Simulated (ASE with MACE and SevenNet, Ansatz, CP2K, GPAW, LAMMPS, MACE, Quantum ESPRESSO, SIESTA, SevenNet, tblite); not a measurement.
**47In2O3-53ZnO (mol %) with crystalline order left by the classical run (65 atoms) in machine-learned potentials**

How do the settings of machine-learned potentials change the result for 47In2O3-53ZnO (mol %) with crystalline order left by the classical run (65 atoms)? A plane-wave run serves as the yardstick.

Method: the method is named at each step, in ASE with MACE and SevenNet.

**1. Starting point**

The cell holds 65 atoms: 18 In, 10 Zn and 37 O. Its edges and angles: a = 9.441 Å, b = 9.441 Å, c = 9.441 Å, α = 90.0°, β = 90.0°, γ = 90.0°. 65 atoms (18 Sc, 10 Zn, 37 O) placed at random at 4.13 g/cm³, melted at 5000 K for 10 ps at fixed volume with the Morse and Coulomb pair potential with partial charges (Pedone, Malavasi, Menziani, Cormack and Segre, J. Phys. Chem. B 110, 11780 (2006)). Quenched from 5000 K to 300 K at 1000 K/ps and fixed volume, held 10 ps at zero pressure, then minimised at fixed cell. Then Sc was replaced by In and the cell scaled by 1.027 (the potential has no terms for the new elements, so the cell is a start for a DFT relaxation).

The yardstick, on the same geometry:

```
method                                           : Kohn-Sham DFT, PBE, PAW, plane waves (Ansatz 0.2.0); cutoff 420 eV, Γ point, fermi-dirac smearing of 0.05 eV; PAW set soft_2
r.m.s. force component                           : 0.2783 eV/Å
longest force                                    : 1.061 eV/Å
pressure                                         : 1.416 GPa
spacing of highest filled and lowest empty level : 0.2554 eV
SCF cycles                                       : 12
time                                             : 6.3 s on 8 threads of Arm Neoverse V2, shared host
CPU time                                         : 44 s
```

**2. MACE MP-0b2 small potential**

Method: machine-learned interatomic potential MACE MP-0b2 small, trained on PBE(+U) plane-wave data.

The input, run.py:

```python
import numpy as np
from ase.io import read
import mlip  # loads the published weights by name

atoms = read("structure.xyz")
atoms.calc = mlip.calc("mace-mp-0b2-small")
energy = atoms.get_potential_energy()
forces = atoms.get_forces()
print(f"energy {energy:.6f} eV")
print("forces (eV/A)")
for i, (a, f) in enumerate(zip(atoms, forces)):
    print(f"{i:4d} {a.symbol:2s} {f[0]:10.5f} {f[1]:10.5f} {f[2]:10.5f}")
stress = -atoms.get_stress(voigt=False) * 160.21766
print("stress (GPa, compression positive)")
for row in stress:
    print(" ".join(f"{x:10.4f}" for x in row))
```

The input, structure.xyz:

```xyz
65
Lattice="9.44060 0.00000 0.00000 0.00000 9.44060 0.00000 0.00000 0.00000 9.44060" Properties=species:S:1:pos:R:3 pbc="T T T"
In 0.56209 6.36315 7.68172
In 2.40367 1.62463 3.02977
In 3.34849 7.43768 7.29570
In 6.94809 7.82418 6.28385
In 7.14370 1.57309 6.25147
In 3.31913 0.81208 8.87086
In 0.24980 6.39667 1.52541
In 0.22006 3.04214 7.93407
In 7.45619 4.65280 3.29345
In 7.08272 1.50030 9.39170
In 7.08687 7.84891 2.97284
In 0.86589 8.20888 4.77845
In 1.38616 4.78468 4.88457
In 7.62744 1.49105 3.12182
In 3.89481 4.04511 8.15498
In 3.74556 5.25964 2.05182
In 4.44841 3.29647 4.77137
In 7.12756 4.77581 0.04059
Zn 7.11425 4.72757 6.46209
Zn 0.40963 0.00349 1.28977
Zn 6.39846 7.97655 9.13671
Zn 0.63007 3.38889 1.64616
Zn 4.52025 0.11187 4.72738
Zn 4.86210 6.33578 4.54697
Zn 3.60272 8.15479 1.50776
Zn 1.94439 1.36266 6.16056
Zn 4.99766 2.91016 1.67778
Zn 0.04126 9.31098 7.86685
O 1.82591 6.70972 5.84864
O 4.39535 8.28356 9.03041
O 2.68453 3.38559 1.77125
O 2.57294 5.69306 8.17952
O 5.00644 1.62426 6.03623
O 2.29671 6.67082 1.68080
O 9.27954 7.99477 2.97181
O 3.26126 5.24926 4.10997
O 2.43162 0.08043 4.51081
O 4.86484 7.84514 5.91708
O 5.02391 4.53621 6.41215
O 4.57444 1.65277 3.24700
O 4.99228 7.51585 2.82925
O 7.01786 6.32803 7.94455
O 9.02191 7.90244 6.41791
O 9.25075 1.40146 9.28889
O 9.32778 1.46528 6.46889
O 7.12652 0.04069 1.54580
O 5.39464 4.35372 3.12720
O 7.26643 3.02146 1.57205
O 7.37018 3.15543 7.93615
O 7.04042 0.00991 7.80417
O 2.15142 9.19439 7.47450
O 0.25801 1.64465 2.72909
O 2.36789 2.58229 7.93907
O 2.32324 2.85918 4.86880
O 9.38094 4.63647 0.06712
O 4.99719 1.92494 9.37055
[... 5 atom lines left out ...]
O 9.42719 4.65459 6.52374
O 5.00654 4.74815 0.36186
O 7.34309 2.98823 4.64799
O 7.03221 6.29225 4.68433
```

On the command line:

```sh
> OMP_NUM_THREADS=1 python run.py > output.txt
```

The program printed:

```text
energy -333.387873 eV
forces (eV/A)
   0 In   -0.32991   -0.33948    0.45495
   1 In    0.26931    0.32863   -0.19672
   2 In    0.42079   -0.28653    0.24084
   3 In    0.19272   -0.02064   -0.11258
   4 In   -0.30783    0.24086   -0.22250
   5 In    0.36289    0.46956    0.06640
   6 In    0.45123   -0.10400   -0.08685
   7 In    0.09577   -0.00575    0.18858
   8 In    0.03769   -0.19217    0.06765
   9 In   -0.04933   -0.05724    0.14920
  10 In   -0.45636    0.15309   -0.16569
  11 In   -0.03174   -0.04741   -0.24233
  12 In    0.17107   -0.19127   -0.18482
  13 In   -0.04408    0.05291    0.13790
  14 In    0.11081   -0.16434   -0.15133
  15 In   -0.73602    0.44263   -0.27741
  16 In    0.22986   -0.24616    0.28352
  17 In    0.00552    0.01337    0.09934
  18 Zn   -0.31038   -0.08139   -0.01835
  19 Zn   -0.03554    0.36458   -0.02250
  20 Zn   -0.41508    0.03235   -0.11102
  21 Zn    0.04618   -0.00131    0.02368
  22 Zn    0.33725    0.17426    0.07444
  23 Zn   -0.38086    0.14069    0.05545
[...]
57 O    -0.06956    0.26405   -0.08235
  58 O     0.22442   -0.14150   -0.05974
  59 O    -0.13515   -0.16329    0.13943
  60 O     0.04096    0.07742   -0.10943
  61 O    -0.58257    0.10653   -0.22860
  62 O    -0.02099    0.08127   -0.15929
  63 O     0.02047    0.17172    0.06805
  64 O    -0.27947   -0.16267    0.31495
stress (GPa, compression positive)
    1.2319    -0.2697    -0.5844
   -0.2697     3.2687     0.2813
   -0.5844     0.2813     2.9015
```

It took 5.5 s on 1 thread of Arm Neoverse V2, shared host; peak memory 0.67 GiB.

Banners, paths, timers and routine set-up lines are dropped from the logs unmarked, and long logs keep their key lines alone; longer cuts are marked.

Compared with the plane-wave run:

- r.m.s. force component: 0.2562 eV/Å
- r.m.s. difference of force components: 69.57 meV/Å
- longest difference of force vectors: 236.1 meV/Å
- force difference over r.m.s. force: 25 %
- slope of forces against the reference's: 0.8924
- correlation of force components: 0.9695
- pressure: 2.467 GPa
- pressure difference: 1.052 GPa

Length of the force difference by element (eV/Å):

| element | atoms | mean | most |
| --- | --- | --- | --- |
| In | 18 | 0.12 | 0.24 |
| O | 37 | 0.11 | 0.23 |
| Zn | 10 | 0.088 | 0.17 |

Local excerpt of 10 atoms (numbers count through the whole input) about In16, which bears the longest force; x, y, z are measured from there.

| atom | x | y | z | distance (Å) | bonds | Fx | Fy | Fz (eV/Å) |
| --- | --- | --- | --- | --- | --- | --- | --- | --- |
| In16 | 0.00 | 0.00 | 0.00 | 0.00 | 5 | -0.74 | 0.44 | -0.28 |
| O34 | -1.45 | 1.41 | -0.37 | 2.06 | 3 | 0.41 | 0.28 | -0.02 |
| O36 | -0.48 | -0.01 | 2.06 | 2.11 | 4 | 0.39 | 0.09 | 0.43 |
| O47 | 1.65 | -0.91 | 1.08 | 2.17 | 5 | 0.04 | 0.04 | 0.01 |
| O63 | 1.26 | -0.51 | -1.69 | 2.17 | 4 | -0.02 | 0.08 | -0.16 |
| O31 | -1.06 | -1.87 | -0.28 | 2.17 | 4 | -0.46 | -0.05 | -0.37 |
| Zn27 | 1.25 | -2.35 | -0.37 | 2.69 | 6 | 0.02 | -0.82 | -0.12 |
| O41 | 1.25 | 2.26 | 0.78 | 2.69 | 3 | -0.54 | 0.10 | -0.02 |
| Zn24 | 1.12 | 1.08 | 2.50 | 2.94 | 5 | -0.38 | 0.14 | 0.06 |
| Zn25 | -0.14 | 2.90 | -0.54 | 2.95 | 4 | 0.00 | -0.15 | 0.28 |

Atoms are counted from 1 here, from 0 in the log.

Forces lie 25 % from the reference's, at 0.13 times its CPU time (on 1 against 8 cores).

**3. SevenNet l3i5 potential**

Method: machine-learned interatomic potential SevenNet l3i5, trained on PBE(+U) plane-wave data.

Edit run.py of step 2 so:

```diff
@@ -5,3 +5,3 @@
 atoms = read("structure.xyz")
-atoms.calc = mlip.calc("mace-mp-0b2-small")
+atoms.calc = mlip.calc("7net-l3i5")
 energy = atoms.get_potential_energy()
```

structure.xyz is that of step 2.

The program printed:

```text
energy -333.185455 eV
forces (eV/A)
   0 In   -0.37571   -0.34457    0.48841
   1 In    0.22883    0.30574   -0.19413
   2 In    0.42115   -0.37670    0.31213
   3 In    0.23207   -0.01513   -0.01626
   4 In   -0.43149    0.21033   -0.18045
   5 In    0.25770    0.43418    0.10142
   6 In    0.61968   -0.06089   -0.00814
   7 In    0.12405   -0.00112    0.16061
   8 In    0.05814   -0.18480    0.09957
   9 In   -0.01553   -0.09002    0.14789
  10 In   -0.42703    0.16635   -0.15237
  11 In   -0.09619   -0.02483   -0.39023
  12 In    0.10344   -0.19216   -0.18979
  13 In    0.02137    0.06798    0.09280
  14 In    0.10948   -0.16114   -0.23023
  15 In   -0.87278    0.47147   -0.25110
  16 In    0.39488   -0.26903    0.30881
  17 In   -0.02728   -0.00427    0.01106
  18 Zn   -0.30475   -0.06319   -0.02500
  19 Zn   -0.07599    0.29202    0.03129
  20 Zn   -0.43208   -0.03366   -0.11532
  21 Zn    0.13718   -0.06423   -0.02808
  22 Zn    0.35728    0.31358    0.13572
  23 Zn   -0.42626    0.01145    0.08465
[...]
57 O    -0.12468    0.31182   -0.14739
  58 O     0.06777   -0.13664   -0.01378
  59 O    -0.15458   -0.17830    0.06587
  60 O     0.05419    0.07600   -0.15914
  61 O    -0.60894    0.04743   -0.19089
  62 O     0.06044   -0.08315   -0.09021
  63 O     0.03321    0.20842    0.02389
  64 O    -0.34570   -0.14427    0.33201
stress (GPa, compression positive)
    0.1471    -0.4063    -0.6642
   -0.4063     3.0673     0.3028
   -0.6642     0.3028     2.3953
```

The job ended after 7.8 s (1 thread; peak memory 1.3 GiB).

Compared with the plane-wave run:

```yaml
r_m_s_force_component: 0.2709 eV/Å
r_m_s_difference_of_force_components: 51.22 meV/Å
longest_difference_of_force_vectors: 179.8 meV/Å
force_difference_over_r_m_s_force: 18.4 %
slope_of_forces_against_the_reference_s: 0.9567
correlation_of_force_components: 0.983
pressure: 1.87 GPa
pressure_difference: 0.4543 GPa
```

Against the first run (25 %), the force difference from the reference is 18 %, at 1.4 times the CPU time.

**4. MACE MP-0b3 medium potential**

Method: machine-learned interatomic potential MACE MP-0b3 medium, trained on PBE(+U) plane-wave data.

Edit run.py of step 3 so:

```diff
@@ -5,3 +5,3 @@
 atoms = read("structure.xyz")
-atoms.calc = mlip.calc("7net-l3i5")
+atoms.calc = mlip.calc("mace-mp-0b3-medium")
 energy = atoms.get_potential_energy()
```

structure.xyz is that of step 3.

The program printed:

```text
energy -333.410213 eV
forces (eV/A)
   0 In   -0.42345   -0.28860    0.48135
   1 In    0.28340    0.35555   -0.24232
   2 In    0.44691   -0.29468    0.30498
   3 In    0.24409   -0.05651   -0.14104
   4 In   -0.38727    0.29005   -0.22480
   5 In    0.32698    0.42885    0.10722
   6 In    0.53758   -0.09112   -0.07129
   7 In    0.05239   -0.07100    0.21149
   8 In    0.03169   -0.21299    0.09023
   9 In    0.03230   -0.00598    0.14167
  10 In   -0.43351    0.13474   -0.12792
  11 In   -0.17552   -0.00173   -0.37511
  12 In    0.10542   -0.17854   -0.20177
  13 In   -0.03469    0.10268    0.12245
  14 In    0.21747   -0.19177   -0.17382
  15 In   -0.75131    0.52315   -0.15234
  16 In    0.39904   -0.19469    0.28631
  17 In    0.01697   -0.04449    0.00595
  18 Zn   -0.33830   -0.09311   -0.00060
  19 Zn    0.01240    0.29660   -0.04702
  20 Zn   -0.35955    0.04413   -0.15647
  21 Zn    0.14260   -0.03332   -0.09802
  22 Zn    0.37482    0.29004    0.15200
  23 Zn   -0.41049    0.01742    0.02248
[...]
57 O    -0.09395    0.31140   -0.12816
  58 O     0.15365   -0.17732   -0.04929
  59 O    -0.16987   -0.28399    0.13744
  60 O     0.08730    0.08562   -0.13245
  61 O    -0.62025    0.15016   -0.14771
  62 O     0.03727   -0.04587   -0.11750
  63 O     0.11198    0.23422    0.06891
  64 O    -0.34753   -0.12997    0.37434
stress (GPa, compression positive)
    0.6686    -0.2480    -0.6274
   -0.2480     2.8576     0.2940
   -0.6274     0.2940     2.2997
```

It took 6.4 s on 1 thread; peak memory 0.96 GiB.

Against the reference:

```yaml
r_m_s_force_component: 0.281 eV/Å
r_m_s_difference_of_force_components: 57.3 meV/Å
longest_difference_of_force_vectors: 170.6 meV/Å
force_difference_over_r_m_s_force: 20.59 %
slope_of_forces_against_the_reference_s: 0.9886
correlation_of_force_components: 0.9791
pressure: 1.942 GPa
pressure_difference: 0.5264 GPa
```

Against the first run (25 %), the force difference from the reference is 21 %, at 1.1 times the CPU time.

**5. All runs compared**

Differences are against the plane-wave reference, forces as r.m.s. over components; share is that over the reference's r.m.s. force, slope the least-squares factor from reference forces to these. Total energies of different programs have different zeros and aren't compared.

| run | Δ force, r.m.s. (meV/Å) | share (%) | slope | Δ pressure (GPa) | cores | CPU time | memory (GiB) |
| --- | --- | --- | --- | --- | --- | --- | --- |
| reference | - | - | - | - | 8 | 44 s | 1.2 |
| MACE MP-0b2 small potential | 69.6 | 25.0 | 0.892 | 1.05 | 1 | 5.5 s | 0.67 |
| SevenNet l3i5 potential | 51.2 | 18.4 | 0.957 | 0.454 | 1 | 7.8 s | 1.3 |
| MACE MP-0b3 medium potential | 57.3 | 20.6 | 0.989 | 0.526 | 1 | 6.4 s | 0.96 |

Times of the machine-learned potentials are mostly Python's start and the loading of weights.

CPU time is summed over cores on a shared host, where runs went side by side, so it is rough. Symmetry, cutoffs, thresholds, outputs and thread counts weren't matched or tuned between programs; memory under MPI is the largest rank's times the ranks.

**6. Outcome**

- nearest in forces: SevenNet l3i5 potential, 18 %
- its CPU time: 7.8 s

In words: Machine-learned potentials differ by 18 % (SevenNet l3i5 potential) to 25 % (MACE MP-0b2 small potential); they were trained on other programs' data. Machine-learned potentials mimic data converged in k, so the reference's own k-point error enters their differences. The quench rate of 1000 K/ps is many orders above laboratory rates, so the cell is likely richer in defects and strain than a real sample. The network of bonds at the start is that of the classical potential that made the cell, and needn't be the one that DFT or experiment would give. The reference's stress is far from hydrostatic: its diagonal is -1.0, 3.0, 2.3 GPa, compression counted positive. The electronic-structure runs sample only Γ, in a cell whose shortest periodic width is 9 Å.

[Also dropped from logs without a mark: logging warnings of Python, and SIESTA's first energy breakdown and zero terms.]

[Logs are printed without paths, hosts, clocks, repeated set-up lines and the standing remarks that a program may print on its own settings, such as how far it seeks lower states.]

[Hosts, paths, dates, database ids (printed as entryN), source tags and the programs' standing remarks are cut or masked in the printed files.]
